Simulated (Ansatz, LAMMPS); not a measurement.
# Glassy 59SiO2-21CaO-14ZnO-7Cr2O3 (mol %) (81 atoms): support functions against a reference, part 2 of 3

Wanted: errors and times of a linear-scaling basis for glassy 59SiO2-21CaO-14ZnO-7Cr2O3 (mol %) (81 atoms). A setting counts as converged where the r.m.s. difference of forces stays under 1 % of the r.m.s. force.

Ansatz 0.2.0; Kohn-Sham DFT, PBE, PAW (set soft_2), plane waves.

The cell: 17 Si, 6 Ca, 4 Zn, 4 Cr and 50 O. The quench rate of 20 K/ps is orders of magnitude faster than experiment. The network of bonds at the start is that of the classical potential that made the cell. Without a Hubbard term or exact exchange, open shells on Cr are likely too delocalised. Sampling is at Γ alone, for a cell whose shortest periodic width is 10 Å.

So far. Step 3 (Plane-wave single point): The r.m.s. force component of 1.5 eV/Å sets the scale for the differences below.

### 4. Support functions low

The cell is solved in localised support functions.

This step: Kohn-Sham DFT, PBE, PAW (set soft_2), localised support functions (low) (Ansatz 0.2.0).

File input.yaml:

```yaml
crystal:
  lattice:
    - [10.30385, 0.0, 0.0]
    - [0.0, 10.30385, 0.0]
    - [0.0, 0.0, 10.30385]
  atoms:
    [... the 81 atom lines of step 3 ...]
magnetization:
  spin_polarized: true
kpoints:
  mp_grid: { grid: [1, 1, 1] }
hamiltonian:
  xc: pbe
scf:
  occupations: { method: fermi_dirac, width: 0.05 }
  eigensolver: { kind: { support_functions: { accuracy: low } } }
  max_iter: 150
output:
  forces: true
  eigenvalues: true
```

Started as:

```bash
$ ansatz run input.yaml --threads 8 --pin off --max-ram 15872MiB --backend cpu --events-out ev --progress --plain --runs-dir out
```

Numbers of over 12 decimals in the logs are rounded to 6 here.

Output:

```text
Warning: scf.eigensolver.kind.support_functions: disabling space-group detection — the functions' gradient is summed over unrotated k-points, so no spatial operation reduces the k-mesh or symmetrises the density; time reversal is kept, so that k and −k are solved as one point where they differ and the mesh holds both, and exact exchange and, on two spinor components, a DFT+U term hold to it where the run has them: [...]
Warning: no check for spin states of lower energy is made in this run (scf.lower_state_search: light). The run can end over another state (by tenths of an eV in cells tried, by over 1 eV under hybrids) or in an unstable one: set starting moments, hold other totals of two channels (2 μB apart; [...]
settings of this run that can trade accuracy for cost: scf.eigensolver.kind.support_functions; scf.eigensolver.kind.support_functions.accuracy: low [...]
[...]
Crystal: 81 atoms, lattice volume = 1093.953 Å³
Basis set: ecut = 420 eV, 21367 PW (Γ), exchange–correlation on 150×150×150 points (8 copies of the dense FFT grid, shifted against one another)
Bands: 327, of which v1, the nominal top of the filled ones, is band 266 counted from 1 (265 counted from 0)
Symmetry: 1 space group operations
k-points: 1
[...]
Starting moments: Σ|m| = 12 μB on 4 of 81 sites
Other spin states: not tried
[...]
SCF iter   1: F=—  HF=-76924.523349 eV  |F-HF|=—  |Δ(HF+E_count)|=         —  Δρ=6.49e-2 (↑6.49e-2 ↓5.20e-2)  dr2=1.92e2  dr2_m=2.78e0  M=9.277 μB ∫|m|=15.418 μB  β_m=0.30  ethr=1.00e-1
[...]
SCF iter   2: F=—  HF=-76958.735660 eV  |F-HF|=—  |Δ(HF+E_count)|=    3.42e1  Δρ=5.60e-2 (↑5.60e-2 ↓3.65e-2)  dr2=1.18e2  dr2_m=6.05e0  M=4.069 μB ∫|m|=12.540 μB  β_m=0.30  ethr=3.61e-2
[...]
SCF iter  10: F=—  HF=-76939.362692 eV  |F-HF|=—  |Δ(HF+E_count)|=   4.37e-1  Δρ=5.08e-3 (↑5.08e-3 ↓4.34e-3)  dr2=2.07e0  dr2_m=1.61e-2  M=6.333 μB ∫|m|=12.586 μB  β_m=1.20  ethr=6.02e-4
[...]
spin-set hold released at iteration 10 (site moments contracting): the magnetisation degrees of freedom join the quasi-Newton model from the next iteration; the mixer history was flushed
SCF iter  11: F=—  HF=-76879.715481 eV  |F-HF|=—  |Δ(HF+E_count)|=         —  Δρ=2.33e-2 (↑2.33e-2 ↓2.31e-2)  dr2=1.27e1  dr2_m=1.35e-1  M=6.051 μB ∫|m|=12.559 μB  β_m=1.20  ethr=3.89e-4  κ⁻¹=1.0e0(r=1)
SCF iter  12: F=—  HF=-76937.374111 eV  |F-HF|=—  |Δ(HF+E_count)|=    5.77e1  Δρ=6.20e-3 (↑6.20e-3 ↓4.00e-3)  dr2=1.62e0  dr2_m=1.11e-1  M=6.069 μB ∫|m|=12.617 μB  β_m=1.20  ethr=3.89e-4
[...]
SCF iter  31: F=—  HF=-76939.277228 eV  |F-HF|=—  |Δ(HF+E_count)|=   4.67e-4  Δρ=1.95e-5 (↑1.95e-5 ↓1.89e-5)  dr2=2.50e-5  dr2_m=1.47e-7  M=6.092 μB ∫|m|=12.558 μB  β_m=1.20  ethr=9.09e-9  κ⁻¹=1.7e-3(r=8)
SCF iter  32: F=-76939.277656 eV  HF=-76939.277663 eV  |F-HF|=6.06e-6  |Δ(HF+E_count)|=   4.35e-4  Δρ=1.28e-5 (↑1.28e-5 ↓1.22e-5)  dr2=1.49e-5  dr2_m=5.04e-8  M=6.092 μB ∫|m|=12.558 μB  ethr=4.71e-9
SCF 1 converged in 32 iterations: F = -76939.291110 eV  dr2 = 1.49e-5
[...]
this state was not tested for a lower state beside it, because the mixer in use, unlike msr1, does not test its closes by its own steps (another_mixer; see scf.mixing.algorithm and scf.lower_state_search)
SCF converged after 32 iterations
Magnetization: 6.0919 μB (269.0460 up, 262.9540 down)
Absolute magnetization: 12.5910 μB (∫|ρ↑−ρ↓|, with the PAW one-centre terms)
[...]
Per-site moments (μB) at R_I (Å): [(7.626722135583378e-5, 0.647970), (9.988773844063256e-5, 0.630959), (0.00106552, 0.645681), (1.4509461969106504e-5, 0.646231), (0.00334336, 0.635630), [...]
Free energy (F): -76939.291110 eV
[...]
Internal energy: -76939.259334 eV  (E = F + TS)
E sigma→0 (E₀):  -76939.275222 eV
Entropy (-TS):   -0.031776 eV (-0.392 meV/atom)
Fermi energy:    5.975874 eV
[...]
Σ components = -76939.291110   (vs F -76939.291110, Δ=0.00e0)
--- Forces (eV/Å), atoms counted from 1 ---
  atom   1  Si     0.84398348     1.95046566     1.10604647
  atom   2  Si     1.01814950    -2.06044090    -0.80217997
  atom   3  Si    -0.93936961    -0.02599091    -1.48197902
  atom   4  Si     1.26141305    -0.29292071    -0.26442564
[...]
atom  81  O     -0.17639893     0.26611112    -0.13868050
  max |Σ_I F_I| component: 2.62e-3 eV/Å
--- Band table (eV) ---
[...]
```

Wall time 4.4 min (8 threads of Arm Neoverse V2, shared host); peak memory 4 GiB; 35 min of CPU time.

The program notes that the band table was not solved further than the SCF left it, lower spin states were not checked and it switched symmetry off.

Keys that differ from the reference: support_functions.accuracy = "low" and scf.max_iter = 150.

Forces differ from the reference by 0.92 meV/Å r.m.s., 0.063 % of their size, well within a tolerance of 1 %; the energy by -5.1 meV/atom. It took 4.4 min and 32 cycles; the reference's time can't be set against it, since the two runs asked for unlike analyses.

### 5. Support functions medium, spacing 0.45 Å

The grid spacing sets how fine a wave the support functions can hold. Besides, the program derives a nominal cutoff of 464 eV for this run, against the reference's 420.

This step: Kohn-Sham DFT, PBE, PAW (set soft_2), localised support functions (medium) (Ansatz 0.2.0).

input.yaml, the sections that differ from step 4:

```yaml
scf:
  occupations: { method: fermi_dirac, width: 0.05 }
  eigensolver: { kind: { support_functions: { accuracy: medium, spacing: 0.45 } } }
  max_iter: 150
# crystal, magnetization, kpoints, hamiltonian, output: as in step 4
```

Output:

```text
[...]
Warning: basis.ecutwfc = 464 eV, auto-derived: no grid that the accuracy of the support functions lays serves the files at the lower one that their records recommend; a deck with other species or settings can derive another value
[...]
Crystal: 81 atoms, lattice volume = 1093.953 Å³
Basis set: ecut = 464 eV, 24837 PW (Γ), exchange–correlation on 150×150×150 points (8 copies of the dense FFT grid, shifted against one another)
Bands: 327, of which v1, the nominal top of the filled ones, is band 266 counted from 1 (265 counted from 0)
Symmetry: 1 space group operations
k-points: 1
[...]
Starting moments: Σ|m| = 12 μB on 4 of 81 sites
Other spin states: not tried
[...]
SCF iter   1: F=—  HF=-76660.485434 eV  |F-HF|=—  |Δ(HF+E_count)|=         —  Δρ=5.57e-2 (↑5.50e-2 ↓5.57e-2)  dr2=1.03e2  dr2_m=3.31e0  M=8.306 μB ∫|m|=12.941 μB  β_m=0.30  ethr=1.00e-1
[...]
SCF iter  25: F=-76699.597016 eV  HF=-76699.597016 eV  |F-HF|=1.01e-7  |Δ(HF+E_count)|=   3.82e-4  Δρ=3.55e-6 (↑3.51e-6 ↓3.55e-6)  dr2=5.59e-7  dr2_m=6.55e-9  M=6.120 μB ∫|m|=12.598 μB  ethr=4.07e-10
SCF 1 converged in 25 iterations: F = -76699.612041 eV  dr2 = 5.59e-7
[...]
SCF converged after 25 iterations
Magnetization: 6.1196 μB (269.0598 up, 262.9402 down)
Absolute magnetization: 12.6141 μB (∫|ρ↑−ρ↓|, with the PAW one-centre terms)
[...]
Per-site moments (μB) at R_I (Å): [(0.000127223, 0.647970), (0.000149996, 0.630959), (0.000862681, 0.645681), (1.582397158426996e-5, 0.646231), (0.00382941, 0.635630), [...]
Free energy (F): -76699.612041 eV
[...]
Internal energy: -76699.587836 eV  (E = F + TS)
E sigma→0 (E₀):  -76699.599938 eV
Entropy (-TS):   -0.024205 eV (-0.299 meV/atom)
Fermi energy:    6.185912 eV
[...]
--- Forces (eV/Å), atoms counted from 1 ---
  atom   1  Si     0.46880549     1.50906028     1.13526208
  atom   2  Si     1.08048949    -0.97432393    -0.96440123
  atom   3  Si    -0.69890975    -0.42377703    -1.53033978
  atom   4  Si     0.79771402    -0.19139462    -0.63751235
  atom   5  Si     0.05700207    -2.41027197    -0.88333669
  atom   6  Si    -0.70136032     5.15768711     1.02022789
  atom   7  Si    -0.10611626     2.11391624     0.17568473
  atom   8  Si     0.55487116    -2.31351278     0.24644891
  atom   9  Si     0.25981837     0.29121979     1.17403605
  atom  10  Si    -0.16359441    -1.41708133     0.13983265
  atom  11  Si     1.02666430    -0.21854672     3.18812044
  atom  12  Si    -0.07885029    -0.22376764     0.43942882
  atom  13  Si     0.09860160    -1.12507040     0.73930474
  atom  14  Si    -0.41176200    -1.99635865     1.61729427
[...]
atom  80  O     -5.05848419    -4.82834384    -7.58824333
  atom  81  O     -3.70589657    -6.45051182     0.29113638
  max |Σ_I F_I| component: 5.76e1 eV/Å
--- Band table (eV) ---
[...]
```

It took 96 s on 8 threads; peak memory 2.2 GiB; 12 min of CPU time.

The program notes that the forces don't sum to zero within tolerance and the grid leaves an egg-box force.

Forces differ from the reference by 3816 meV/Å r.m.s., 262 % of their size, far over a tolerance of 1 %; the energy by +2954 meV/atom. It took 96 s and 25 cycles; the reference's time can't be set against it, since the two runs asked for unlike analyses. The setting is coarser than the default on purpose.

### 6. Support functions medium, spacing 0.375 Å

The grid spacing sets how fine a wave the support functions can hold. Besides, the program derives a nominal cutoff of 464 eV for this run, against the reference's 420.

input.yaml, the sections that differ from step 5:

```yaml
scf:
  occupations: { method: fermi_dirac, width: 0.05 }
  eigensolver: { kind: { support_functions: { accuracy: medium, spacing: 0.375 } } }
  max_iter: 150
# crystal, magnetization, kpoints, hamiltonian, output: as in step 5
```

Output:

```text
[...]
Crystal: 81 atoms, lattice volume = 1093.953 Å³
Basis set: ecut = 464 eV, 24837 PW (Γ), exchange–correlation on 150×150×150 points (8 copies of the dense FFT grid, shifted against one another)
Bands: 327, of which v1, the nominal top of the filled ones, is band 266 counted from 1 (265 counted from 0)
Symmetry: 1 space group operations
k-points: 1
[...]
Starting moments: Σ|m| = 12 μB on 4 of 81 sites
Other spin states: not tried
[...]
SCF iter   1: F=—  HF=-76909.477043 eV  |F-HF|=—  |Δ(HF+E_count)|=         —  Δρ=6.26e-2 (↑6.26e-2 ↓5.06e-2)  dr2=1.79e2  dr2_m=2.59e0  M=9.213 μB ∫|m|=15.283 μB  β_m=0.30  ethr=1.00e-1
[...]
SCF iter  36: F=-76929.409226 eV  HF=-76929.409231 eV  |F-HF|=4.70e-6  |Δ(HF+E_count)|=   2.43e-4  Δρ=3.35e-6 (↑3.35e-6 ↓3.25e-6)  dr2=1.09e-6  dr2_m=1.70e-8  M=6.089 μB ∫|m|=12.549 μB  ethr=3.67e-10
SCF 1 converged in 36 iterations: F = -76929.418960 eV  dr2 = 1.09e-6
[...]
SCF converged after 36 iterations
Magnetization: 6.0892 μB (269.0446 up, 262.9554 down)
Absolute magnetization: 12.5784 μB (∫|ρ↑−ρ↓|, with the PAW one-centre terms)
[...]
Per-site moments (μB) at R_I (Å): [(7.407587104622573e-5, 0.647970), (0.000101269, 0.630959), (0.00110993, 0.645681), (1.2017322837397322e-5, 0.646231), (0.0034598, 0.635630), [...]
Free energy (F): -76929.418960 eV
[...]
Internal energy: -76929.388638 eV  (E = F + TS)
E sigma→0 (E₀):  -76929.403799 eV
Entropy (-TS):   -0.030322 eV (-0.374 meV/atom)
Fermi energy:    5.964046 eV
[...]
--- Forces (eV/Å), atoms counted from 1 ---
  atom   1  Si     0.86949917     1.88391757     1.09985965
  atom   2  Si     1.04693833    -2.01282117    -0.77376351
  atom   3  Si    -0.94461861    -0.04979917    -1.47457732
  atom   4  Si     1.23870097    -0.23325452    -0.23928134
  atom   5  Si    -0.23230571    -2.44763457    -0.60602272
  atom   6  Si    -0.78984224     5.88752368     1.19101592
  atom   7  Si    -0.46495217     1.96877399     0.00118338
  atom   8  Si     0.42088092    -2.21820604     0.29339513
  atom   9  Si    -0.19629935     0.39569076     0.69317585
  atom  10  Si    -0.38699345    -1.01529856     0.03019669
  atom  11  Si     0.89392805    -0.08768640     3.61556366
  atom  12  Si    -0.24206356    -0.50824160     1.10674994
  atom  13  Si     0.68373853    -0.81703734     0.85782634
  atom  14  Si    -0.06644410    -2.61037334     1.29849216
[...]
atom  80  O      2.34429971    -2.06070348    -0.03761675
  atom  81  O     -0.38623646     0.57756803    -0.47563599
  max |Σ_I F_I| component: 1.95e0 eV/Å
--- Band table (eV) ---
[...]
```

Run time: 2.2 min. Hardware: 8 threads; peak memory 2.3 GiB.

Forces differ from the reference by 178 meV/Å r.m.s., 12 % of their size, far over a tolerance of 1 %; the energy by +117 meV/atom. It took 2.2 min and 36 cycles; the reference's time can't be set against it, since the two runs asked for unlike analyses. The setting is coarser than the default on purpose.

### 7. A run with a doubtful setting

The input is spoilt on purpose; the run shows how that looks.

This step: Kohn-Sham DFT, PBE, PAW (set soft_2), plane waves (Ansatz 0.2.0).

input.yaml, the sections that differ from step 6:

```yaml
kpoints:
  mp_grids: { grid: [1, 1, 1] }
scf:
  occupations: { method: fermi_dirac, width: 0.05 }
  max_iter: 75
output:
  forces: true
# crystal, magnetization, hamiltonian: as in step 6
```

Output:

```text
Error: YAML parse error: error: line 91 column 3: unknown field `mp_grids`, expected one of mp_grid, list, band_path, initial_grid, further_shifts
  --> <input>:91:3
   |
89 |   spin_polarized: true
90 | kpoints:
91 |   mp_grids: { grid: [1, 1, 1] }
   |   ^ unknown field `mp_grids`, expected one of mp_grid, list, band_path, initial_grid, further_shifts
92 | hamiltonian:
93 |   xc: pbe
   |
```

The job ended after 0.02 s (8 threads; peak memory 0.02 GiB).

The program refused the input before any cycle.

The program's message: “Error: YAML parse error: error: line 91 column 3: unknown field `mp_grids`, expected one of mp_grid, list, band_path, initial_grid, further_shifts”

The fault in the input: a misspelt key (kpoints.mp_grid = "mp_grids"). The fix is to spell the key as the program knows it.

### 8. Cost against change

Each row is set against the plane-wave reference (Kohn-Sham DFT, PBE, PAW (set soft_2), plane waves; r.m.s. force component 1.46 eV/Å). Energies are set beside the reference only for runs with its functional, potentials and electron count. Times are for 8 threads of Arm Neoverse V2, shared host. The reference's time includes the DOS, the stress and grids, which some other runs skip.

```
                                      run  Δ force, r.m.s. (meV/Å)  share of r.m.s. force (%)  Δ energy (meV/atom)  Δ gap (eV)  cycles     time  host memory (GiB)  moment (μB)
                                reference                        -                          -                    -           -      33     37 s                2.4          6.1
                    support functions low                    0.923                     0.0634                -5.06      1.0e-4      32  4.4 min                4.0          6.1
 support functions medium, spacing 0.45 Å                     3816                        262                 2954     -5.0e-4      25     96 s                2.2          6.1
support functions medium, spacing 0.375 Å                      178                       12.2                  117      0.0049      36  2.2 min                2.3          6.1
```

(Part 2 of 3 ends here.)

[Logs are printed without paths, hosts, clocks, repeated set-up lines and the standing remarks that a program may print on its own settings, such as how far it seeks lower states.]

[Hosts, paths, dates, database ids (printed as entryN), source tags and the programs' standing remarks are cut or masked in the printed files.]
